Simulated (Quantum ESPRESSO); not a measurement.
# Voltage at the next charge: Zr2COF MXene, 1 layer against an electrode

Method. Quantum ESPRESSO 7.5, LDA, GBRV ultrasoft; ESM with bc3, a metal electrode 4.91 Å above the top atoms; cell area 9.384 Å²; ions fixed. V is the potential energy of an electron at the electrode over the slab's Fermi level, divided by e, so that it equals the work function at zero charge; positive charge removes electrons.

| charge (e a cell) | V (V) |
| --- | --- |
| 0 | 5.582 |
| 0.0141 | 6.786 |
| 0.0281 | 7.986 |

One more run was made and is withheld. What is V at a charge of 0.0562 e, and what capacitance do the rows imply?

**Fit.** The last two rows give dV/dq = (7.986 − 6.786)/(0.0281 − 0.0141) = 85.7 V/e, so C = 1602/(9.384 × 85.7) = 1.99 µF/cm², an effective gap of 8.854/1.99 = 4.44 Å. At constant C, V = 7.986 + 85.7 × 0.0281 = 10.39 V.

What the calculation gave: V = 10.408 V; the estimate misses by −0.01 V, 0.5 % of the step. Over the three intervals C goes 2.00, 1.99 and 1.98 µF/cm².

Caveats: Vacuum fills the gap; a dielectric or electrolyte would change C. The slab is thin.
